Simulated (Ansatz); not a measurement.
# Converging the field response of a NaCl (001) film

Aim: a convergence study of the equivalent conductor thickness of a NaCl (001) film, with the cost of each setting.

Method: plane-wave DFT, PBE, Ansatz PAW, in the first sound run; inputs show where later runs differ, in Ansatz 0.2.0.

This is a report of a sequence of runs, with the program logs left out and the cost of each run kept.

## 1. The structure

The cell holds 10 atoms: 5 Na and 5 Cl. Cell: a = 3.988 Å, b = 3.988 Å, c = 29.280 Å, α = 90.0°, β = 90.0°, γ = 90.0°. It derives from NaCl (rocksalt NaCl). Vacuum lies along c.

## 2. Single point, setting first choice

The first choice: the default cutoff of 420 eV, a 8×8×1 mesh, 18 Å of vacuum, 0.1 V/Å and a tight threshold. Each later run changes one input against this one; other functionals and files bring their own cutoffs.

input.yaml

```yaml
crystal:
  lattice:
    - [3.98808225, 0.0, 0.0]
    - [0.0, 3.98808225, 0.0]
    - [0.0, 0.0, 29.28]
  atoms:
    - { symbol: Na, position: [0.5, 0.5, 0.3073770492] }
    - { symbol: Cl, position: [0.0, 0.0, 0.3073770492] }
    - { symbol: Na, position: [0.0, 0.0, 0.4036885246] }
    - { symbol: Cl, position: [0.5, 0.5, 0.4036885246] }
    - { symbol: Na, position: [0.5, 0.5, 0.5] }
    - { symbol: Cl, position: [0.0, 0.0, 0.5] }
    - { symbol: Na, position: [0.0, 0.0, 0.5963114754] }
    - { symbol: Cl, position: [0.5, 0.5, 0.5963114754] }
    - { symbol: Na, position: [0.5, 0.5, 0.6926229508] }
    - { symbol: Cl, position: [0.0, 0.0, 0.6926229508] }
kpoints:
  mp_grid: { grid: [8, 8, 1] }
hamiltonian:
  xc: pbe
scf:
  occupations: { method: fixed }
  convergence: { dr2_threshold: 1.0e-10 }
efield:
  axis: 3
  dipole_correction: true
  ramp_position: 0.97
  ramp_width: 0.06
  amplitude: 0.1
output:
  write_potential: true
  write_density: true
  volumetric_format: npy
```

Launch:

```
$ ansatz run input.yaml --threads 4 --pin off --max-ram 6144MiB --backend cpu --events-out ev --progress --plain --runs-dir out
```

It took 6.2 s on 4 threads of Intel Xeon 6975P-C (Granite Rapids), shared host; peak memory 0.98 GiB.

Read from the output:

* gap on the k-mesh: 4.601 eV
* dipole along the normal: 0.07720 e·Å
* equivalent conductor thickness p/(ε₀AE): 8.783 Å

Running mean over 2.82 Å of the planar mean, with the applied field; the ramp of the sawtooth is left out. Table of electron's electrostatic potential energy less the highest filled level by z:

```
z (Å)  electron's electrostatic potential energy less the highest filled level (eV)
    4                                                                          5.64
    5                                                                          5.73
    6                                                                          5.80
    7                                                                          5.27
    8                                                                          1.51
    9                                                                         0.593
   10                                                                         0.698
   11                                                                         0.780
   12                                                                         0.823
   13                                                                         0.858
   14                                                                         0.896
   15                                                                         0.936
   16                                                                         0.977
   17                                                                          1.02
   18                                                                          1.06
   19                                                                          1.07
   20                                                                          1.04
   21                                                                          1.41
   22                                                                          5.11
   23                                                                          6.59
   24                                                                          6.75
   25                                                                          6.86
   26                                                                          6.96
```

The dipole corresponds to a conductor 8.783 Å thick.

## 3. Run, box 29.3 Å

Changes to input.yaml since step 2:

```diff
@@ -29,2 +29,4 @@
   amplitude: 0.1
+basis:
+  ecutwfc: "250 eV"
 output:
```

The job ended after 2.4 s (4 threads; peak memory 0.64 GiB).

The dipole corresponds to a conductor 8.787 Å thick, +0.04 % from the first choice, at 0.46 times its CPU time.

## 4. Run, box 29.3 Å (run 2)

Changes to input.yaml since step 3:

```diff
@@ -30,3 +30,3 @@
 basis:
-  ecutwfc: "250 eV"
+  ecutwfc: "330 eV"
 output:
```

Elapsed: 3.9 s, on 4 threads; peak memory 0.79 GiB; 14 s of CPU time.

The dipole corresponds to a conductor 8.783 Å thick, -0.01 % from the first choice, at 0.75 times its CPU time.

## 5. Run, box 29.3 Å (run 3)

Changes to input.yaml since step 4:

```diff
@@ -30,3 +30,3 @@
 basis:
-  ecutwfc: "330 eV"
+  ecutwfc: "600 eV"
 output:
```

Run time: 9.2 s. Hardware: 4 threads; peak memory 1.5 GiB.

The dipole corresponds to a conductor 8.782 Å thick, -0.01 % from the first choice, at 1.8 times its CPU time.

## 6. Single point, box 29.3 Å

Changes to input.yaml since step 5:

```diff
@@ -17,3 +17,3 @@
 kpoints:
-  mp_grid: { grid: [8, 8, 1] }
+  mp_grid: { grid: [1, 1, 1] }
 hamiltonian:
@@ -29,4 +29,2 @@
   amplitude: 0.1
-basis:
-  ecutwfc: "600 eV"
 output:
```

The job ended after 0.71 s (4 threads; peak memory 0.44 GiB).

The dipole corresponds to a conductor 9.729 Å thick, +10.77 % from the first choice, at 0.10 times its CPU time.

## 7. Run, box 29.3 Å (run 4)

Changes to input.yaml since step 6:

```diff
@@ -17,3 +17,3 @@
 kpoints:
-  mp_grid: { grid: [1, 1, 1] }
+  mp_grid: { grid: [2, 2, 1] }
 hamiltonian:
```

Elapsed: 1.1 s, on 4 threads; peak memory 0.67 GiB; 3.5 s of CPU time.

The dipole corresponds to a conductor 8.868 Å thick, +0.97 % from the first choice, at 0.18 times its CPU time.

## 8. Single point, box 29.3 Å (run 2)

Changes to input.yaml since step 7:

```diff
@@ -17,3 +17,3 @@
 kpoints:
-  mp_grid: { grid: [2, 2, 1] }
+  mp_grid: { grid: [4, 4, 1] }
 hamiltonian:
```

Run time: 2.2 s. Hardware: 4 threads; peak memory 0.79 GiB.

The dipole corresponds to a conductor 8.784 Å thick, +0.01 % from the first choice, at 0.40 times its CPU time.

## 9. Single point, box 29.3 Å (run 3)

Changes to input.yaml since step 8:

```diff
@@ -17,3 +17,3 @@
 kpoints:
-  mp_grid: { grid: [4, 4, 1] }
+  mp_grid: { grid: [16, 16, 1] }
 hamiltonian:
```

Run time: 15 s. Hardware: 4 threads; peak memory 1.5 GiB; 59 s of CPU time.

The dipole corresponds to a conductor 8.783 Å thick, +0.00 % from the first choice, at 3.1 times its CPU time.

## 10. Run, box 21.3 Å

The cell differs from the one that the last finished run ended in (c 29.280 → 21.280 Å).

input.yaml, the sections that differ from step 9:

```yaml
crystal:
  lattice:
    - [3.98808225, 0.0, 0.0]
    - [0.0, 3.98808225, 0.0]
    - [0.0, 0.0, 21.28]
  atoms:
    - { symbol: Na, position: [0.5, 0.5, 0.234962406] }
    - { symbol: Cl, position: [0.0, 0.0, 0.234962406] }
    - { symbol: Na, position: [0.0, 0.0, 0.367481203] }
    - { symbol: Cl, position: [0.5, 0.5, 0.367481203] }
    - { symbol: Na, position: [0.5, 0.5, 0.5] }
    - { symbol: Cl, position: [0.0, 0.0, 0.5] }
    - { symbol: Na, position: [0.0, 0.0, 0.632518797] }
    - { symbol: Cl, position: [0.5, 0.5, 0.632518797] }
    - { symbol: Na, position: [0.5, 0.5, 0.765037594] }
    - { symbol: Cl, position: [0.0, 0.0, 0.765037594] }
kpoints:
  mp_grid: { grid: [8, 8, 1] }
# hamiltonian, scf, efield, output: as in step 9
```

It took 3.4 s on 4 threads; peak memory 0.78 GiB.

The dipole corresponds to a conductor 8.780 Å thick, -0.04 % from the first choice, at 0.66 times its CPU time.

## 11. Run, box 25.3 Å

The cell differs from the one that the last finished run ended in (c 21.280 → 25.280 Å).

input.yaml, the sections that differ from step 10:

```yaml
crystal:
  lattice:
    - [3.98808225, 0.0, 0.0]
    - [0.0, 3.98808225, 0.0]
    - [0.0, 0.0, 25.28]
  atoms:
    - { symbol: Na, position: [0.5, 0.5, 0.2768987342] }
    - { symbol: Cl, position: [0.0, 0.0, 0.2768987342] }
    - { symbol: Na, position: [0.0, 0.0, 0.3884493671] }
    - { symbol: Cl, position: [0.5, 0.5, 0.3884493671] }
    - { symbol: Na, position: [0.5, 0.5, 0.5] }
    - { symbol: Cl, position: [0.0, 0.0, 0.5] }
    - { symbol: Na, position: [0.0, 0.0, 0.6115506329] }
    - { symbol: Cl, position: [0.5, 0.5, 0.6115506329] }
    - { symbol: Na, position: [0.5, 0.5, 0.7231012658] }
    - { symbol: Cl, position: [0.0, 0.0, 0.7231012658] }
# kpoints, hamiltonian, scf, efield, output: as in step 10
```

Run time: 4.2 s. Hardware: 4 threads; peak memory 0.89 GiB; 16 s of CPU time.

The dipole corresponds to a conductor 8.782 Å thick, -0.01 % from the first choice, at 0.81 times its CPU time.

## 12. Single point, box 37.3 Å

The cell differs from the one that the last finished run ended in (c 25.280 → 37.280 Å).

input.yaml, the sections that differ from step 11:

```yaml
crystal:
  lattice:
    - [3.98808225, 0.0, 0.0]
    - [0.0, 3.98808225, 0.0]
    - [0.0, 0.0, 37.28]
  atoms:
    - { symbol: Na, position: [0.5, 0.5, 0.3487124464] }
    - { symbol: Cl, position: [0.0, 0.0, 0.3487124464] }
    - { symbol: Na, position: [0.0, 0.0, 0.4243562232] }
    - { symbol: Cl, position: [0.5, 0.5, 0.4243562232] }
    - { symbol: Na, position: [0.5, 0.5, 0.5] }
    - { symbol: Cl, position: [0.0, 0.0, 0.5] }
    - { symbol: Na, position: [0.0, 0.0, 0.5756437768] }
    - { symbol: Cl, position: [0.5, 0.5, 0.5756437768] }
    - { symbol: Na, position: [0.5, 0.5, 0.6512875536] }
    - { symbol: Cl, position: [0.0, 0.0, 0.6512875536] }
# kpoints, hamiltonian, scf, efield, output: as in step 11
```

Elapsed: 6.4 s, on 4 threads; peak memory 1.2 GiB.

The dipole corresponds to a conductor 8.785 Å thick, +0.02 % from the first choice, at 1.3 times its CPU time.

## 13. Single point, box 29.3 Å (run 4)

input.yaml, the sections that differ from step 12:

```yaml
crystal:
  lattice:
    - [3.98808225, 0.0, 0.0]
    - [0.0, 3.98808225, 0.0]
    - [0.0, 0.0, 29.28]
  atoms:
    - { symbol: Na, position: [0.5, 0.5, 0.3073770492] }
    - { symbol: Cl, position: [0.0, 0.0, 0.3073770492] }
    - { symbol: Na, position: [0.0, 0.0, 0.4036885246] }
    - { symbol: Cl, position: [0.5, 0.5, 0.4036885246] }
    - { symbol: Na, position: [0.5, 0.5, 0.5] }
    - { symbol: Cl, position: [0.0, 0.0, 0.5] }
    - { symbol: Na, position: [0.0, 0.0, 0.5963114754] }
    - { symbol: Cl, position: [0.5, 0.5, 0.5963114754] }
    - { symbol: Na, position: [0.5, 0.5, 0.6926229508] }
    - { symbol: Cl, position: [0.0, 0.0, 0.6926229508] }
efield:
  axis: 3
  dipole_correction: true
  ramp_position: 0.97
  ramp_width: 0.06
  amplitude: 0.005
# kpoints, hamiltonian, scf, output: as in step 12
```

Elapsed: 4.9 s, on 4 threads; peak memory 0.99 GiB; 19 s of CPU time.

The dipole corresponds to a conductor 8.783 Å thick, -0.00 % from the first choice, at 0.96 times its CPU time.

## 14. Run, box 29.3 Å (run 5)

Changes to input.yaml since step 13:

```diff
@@ -28,3 +28,3 @@
   ramp_width: 0.06
-  amplitude: 0.005
+  amplitude: 0.03
 output:
```

The job ended after 5.2 s (4 threads; peak memory 0.98 GiB).

The dipole corresponds to a conductor 8.783 Å thick, +0.00 % from the first choice, at 1.0 times its CPU time.

## 15. Single point, box 29.3 Å (run 5)

Changes to input.yaml since step 14:

```diff
@@ -28,3 +28,3 @@
   ramp_width: 0.06
-  amplitude: 0.03
+  amplitude: 0.3
 output:
```

Run time: 4.7 s. Hardware: 4 threads; peak memory 0.98 GiB; 18 s of CPU time.

The dipole corresponds to a conductor 8.788 Å thick, +0.05 % from the first choice, at 0.93 times its CPU time.

## 16. Run, box 29.3 Å (run 6)

Changes to input.yaml since step 15:

```diff
@@ -22,3 +22,3 @@
   occupations: { method: fixed }
-  convergence: { dr2_threshold: 1.0e-10 }
+  convergence: { dr2_threshold: 0.0001 }
 efield:
@@ -28,3 +28,3 @@
   ramp_width: 0.06
-  amplitude: 0.3
+  amplitude: 0.1
 output:
```

The job ended after 4.2 s (4 threads; peak memory 0.97 GiB; 16 s of CPU time).

The dipole corresponds to a conductor 8.780 Å thick, -0.03 % from the first choice, at 0.82 times its CPU time.

## 17. Run, box 29.3 Å (run 7)

Changes to input.yaml since step 16:

```diff
@@ -22,3 +22,3 @@
   occupations: { method: fixed }
-  convergence: { dr2_threshold: 0.0001 }
+  convergence: { dr2_threshold: 1.0e-06 }
 efield:
```

The job ended after 4.2 s (4 threads; peak memory 0.98 GiB; 16 s of CPU time).

The dipole corresponds to a conductor 8.781 Å thick, -0.03 % from the first choice, at 0.83 times its CPU time.

## 18. Run, box 29.3 Å (run 8)

Changes to input.yaml since step 17:

```diff
@@ -22,3 +22,3 @@
   occupations: { method: fixed }
-  convergence: { dr2_threshold: 1.0e-06 }
+  convergence: { dr2_threshold: 1.0e-08 }
 efield:
```

Run time: 4.6 s. Hardware: 4 threads; peak memory 0.98 GiB; 17 s of CPU time.

The dipole corresponds to a conductor 8.783 Å thick, -0.00 % from the first choice, at 0.89 times its CPU time.

[end of part 1 of 2]

[Long decimals in the printed logs are rounded to 6 places.]

[Logs are printed without paths, hosts, clocks, repeated set-up lines and the standing remarks that a program may print on its own settings, such as how far it seeks lower states.]

[Hosts, paths, dates, database ids (printed as entryN), source tags and the programs' standing remarks are cut or masked in the printed files.]

[Maps of the electrostatic potential energy from Ansatz leave out the sawtooth potential of an applied field or a dipole correction, so their vacuum need not be flat; planar profiles and work functions include it.]
